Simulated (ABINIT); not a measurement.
# SiO2 (Quartz): G0W0 on several meshes in ABINIT, part 2 of 2

Wanted: mesh dependence and cost of G0W0 for SiO2 (Quartz).

ABINIT 10.8.3; PBE and many-body steps on it, plane waves. Known limits of the many-body steps: not at the basis limit; coarse k mesh.

So far. Step 4 (3×3×2): The gap on the mesh goes from 6.04 eV to 8.52 eV, a correction of +2.48 eV. Step 5 (Empty states on the mesh, 3×3×4 mesh, 112 bands): On this mesh the gap is 6.038 eV.

## (7) 3×3×4

This step: G0W0 on PBE, plane waves, norm-conserving pseudopotentials.

run.abi reads:

```
acell 3*1.0 Angstrom
rprim 
  4.915799999986 0.000000000003 0.000000000000
  -2.457899999996 4.257207679910 0.000000000000
  0.000000000000 0.000000000000 5.409100000000
ntypat 2
znucl 14 8
natom 9
typat 1 1 1 2 2 2 2 2 2
xred 
  0.530300000000 0.000000000000 0.333333333333
  0.000000000000 0.530300000000 0.666666666667
  0.469700000000 0.469700000000 -0.000000000000
  0.146200000000 0.414200000000 0.881000000000
  0.585800000000 0.732000000000 0.214333333333
  0.268000000000 0.853800000000 0.547666666667
  0.414200000000 0.146200000000 0.119000000000
  0.732000000000 0.585800000000 0.785666666667
  0.853800000000 0.268000000000 0.452333333333
pp_dirpath "pseudos"
pseudos "Si.upf, O.upf"
ecut 36
ngkpt 3 3 4
nshiftk 1
shiftk 0 0 0
kptopt 1
chksymbreak 0
istwfk *1
occopt 1
irdwfk 1
optdriver 4
nband 102
gwcalctyp 0
ecutsigx 36
symsigma 1
nkptgw 3
kptgw 
  0.3333333333 0.3333333333 0.0000000000
  0.0000000000 0.0000000000 0.0000000000
  0.0000000000 0.0000000000 0.5000000000
bdgw 
  22 26
  23 27
  22 26
ecuteps 3.43
irdscr 1
ppmodel 1
indata_prefix "in"
outdata_prefix "out"
tmpdata_prefix "tmp"
```

Launch:

```console
OMP_NUM_THREADS=1 mpirun -n 4 abinit run.abi > log
```

Numbers of over 12 decimals in the logs are rounded to 6 here.

The log of the run:

```text
.Version 10.8.3 of ABINIT. v10.8.2 released Aug 2026.

 Symmetries : space group P3_1 2 1 (#152); Bravais hP (primitive hexag.)
[... echo of the input left out ...]
== DATASET  1 ==================================================================
-   mpi_nproc: 4, omp_nthreads: 1 (-1 if OMP is not activated)

--- !DatasetInfo
iteration_state: {dtset: 1, }
dimensions: {natom: 9, nkpt: 10, mband: 102, nsppol: 1, nspinor: 1, nspden: 1, mpw: 7935, }
cutoff_energies: {ecut:  36.0, pawecutdg:  -1.0, }
electrons: {nelect:   4.80000000E+01, charge:   0.00000000E+00, occopt:   1.00000000E+00, tsmear:   1.00000000E-02, }

 SIGMA: Calculation of the GW corrections

 Based on a program developped by R.W. Godby, V. Olevano, G. Onida, and L. Reining.
 Incorporated in ABINIT by V. Olevano, G.-M. Rignanese, and M. Torrent.
.Using double precision arithmetic ; gwpc =  8

[... cell and pseudopotentials left out ...]
--------------------------------------------------------------------------------

 ==== K-mesh for the wavefunctions ====
 Number of points in the irreducible wedge :    10
[... list of points left out ...]
 Together with  6 symmetry operations and time-reversal symmetry
 yields    36 points in the full Brillouin Zone.

 ==== Q-mesh for screening function ====
 Number of points in the irreducible wedge :    10
[... list of points left out ...]
 Together with  6 symmetry operations and time-reversal symmetry
 yields    36 points in the full Brillouin Zone.

 vcoul_init : cutoff-mode = AUXILIARY_FUNCTION
 q-points for optical limit:   1
     1)      0.000010    0.000020    0.000030
 setmesh: FFT mesh size selected  =    45x   45x   60
          total number of points  =       121500

 Number of electrons calculated from density =   48.0000; Expected =   48.0000
[...]
number of plane-waves for wavefunctions          7935
 number of bands                                   102
 number of q-points in IBZ                          10
 number of frequencies                               2
 number of real frequencies                          1
 number of imag frequencies                          1

 matrix elements of self-energy operator (all in [eV])

 Perturbative Calculation

--- !SelfEnergy_ee
iteration_state: {dtset: 1, }
kpoint     : [   0.333,    0.333,    0.000, ]
spin       : 1
KS_gap     :    8.953
QP_gap     :   11.992
Delta_QP_KS:    3.040
data: !SigmaeeData |
     Band     E0 <VxcDFT>   SigX SigC(E0)      Z dSigC/dE  Sig(E)    E-E0       E
       22  -0.238 -19.753 -25.551   4.313   0.822  -0.217 -20.973  -1.220  -1.459
       23  -0.238 -19.753 -25.551   4.313   0.822  -0.217 -20.973  -1.220  -1.459
       24   0.197 -20.113 -25.793   4.304   0.822  -0.216 -21.244  -1.131  -0.934
[...]
--- !SelfEnergy_ee
iteration_state: {dtset: 1, }
kpoint     : [   0.000,    0.000,    0.000, ]
spin       : 1
KS_gap     :    6.351
QP_gap     :    8.910
Delta_QP_KS:    2.559
data: !SigmaeeData |
     Band     E0 <VxcDFT>   SigX SigC(E0)      Z dSigC/dE  Sig(E)    E-E0       E
[...]
--- !SelfEnergy_ee
iteration_state: {dtset: 1, }
kpoint     : [   0.000,    0.000,    0.500, ]
spin       : 1
KS_gap     :    8.062
QP_gap     :   10.954
Delta_QP_KS:    2.891
data: !SigmaeeData |
     Band     E0 <VxcDFT>   SigX SigC(E0)      Z dSigC/dE  Sig(E)    E-E0       E
[...]
25   8.171 -12.281  -7.438  -2.852   0.866  -0.155 -10.557   1.724   9.895
       26   8.171 -12.281  -7.438  -2.852   0.866  -0.155 -10.557   1.724   9.895

== END DATASET(S) ==============================================================
================================================================================

 -outvars: echo values of variables after computation  --------
           etotal      0.0000000000E+00
            nband         102
             nkpt          10
          spgroup         152
 [... the other variables as echoed above ...]

 Calculation completed.
```

Run time: 13 s. Hardware: 4 MPI ranks of Arm Neoverse V2, shared host; peak memory 1.2 GiB.

This step gave:

```
G0W0 gap on the points computed              : 8.508 eV
starting gap on the mesh                     : 6.038 eV
k of the valence top                         : 0.3333, 0.3333, 0
k of the conduction bottom                   : 0, 0, 0
Z at the valence top                         : 0.822
Z at the conduction bottom                   : 0.874
least direct G0W0 gap on the computed points : 8.91 eV
```

Against G0W0 in ABINIT (3×3×2 mesh, 102 bands, screening to 93.3 eV, Godby-Needs plasmon pole), the gap moves by −0.011 eV.

## (8) The runs together

Times are wall times on 4 MPI ranks of Arm Neoverse V2, shared host, good to a factor of about two. A run's time includes the screening step that it read.

| run | mesh | bands | screening cutoff (eV) | DFT gap (eV) | gap on the mesh (eV) | direct (eV) | ε∞ used | time |
| --- | --- | --- | --- | --- | --- | --- | --- | --- |
| 3×3×2 | 3×3×2 | 102 | 93.3 | 6.038 | 8.519 | 8.922 | 2.34 | 47 s |
| 3×3×4 | 3×3×4 | 102 | 93.3 | 6.038 | 8.508 | 8.910 | 2.34 | 1.8 min |

## (9) Outcome

```yaml
3x3x2: 8.519 eV
3x3x4: 8.508 eV
known_limits: not at the basis limit; coarse k mesh
```

What this shows: 3×3×4: −0.011 eV against 3×3×2. Bands and cutoff are finite, so the gap is not at the basis limit. The miss can reach some tenths of an eV and take either sign; the mesh is an error of its own. In the G0W0 runs levels were corrected at 3 k points alone, so a gap called «on the mesh» is the least over those, and an edge elsewhere would be missed. The 3×3×2 mesh is coarse for this cell, which bears on the long-range parts of exchange and screening.

[Paths, hosts, dates, memory and timing lines, banners, echoed tables and standing remarks are left out of the program output.]

[Logs are printed without paths, hosts, clocks, repeated set-up lines and the standing remarks that a program may print on its own settings, such as how far it seeks lower states.]

[Runs of the session that timed out or met a known fault of the program may be left out.]

[Hosts, paths, dates, database ids (printed as entryN), source tags and the programs' standing remarks are cut or masked in the printed files.]

[G0W0 gaps are taken among the corrected bands and points alone; a level outside them can change the order at an edge.]

[Where Ansatz stands beside ABINIT at settings called matched, ABINIT's density can come from a denser mesh and the files from another edition; pairs whose starting gaps differed by over 0.03 eV were left out, so agreement reads better than it is.]
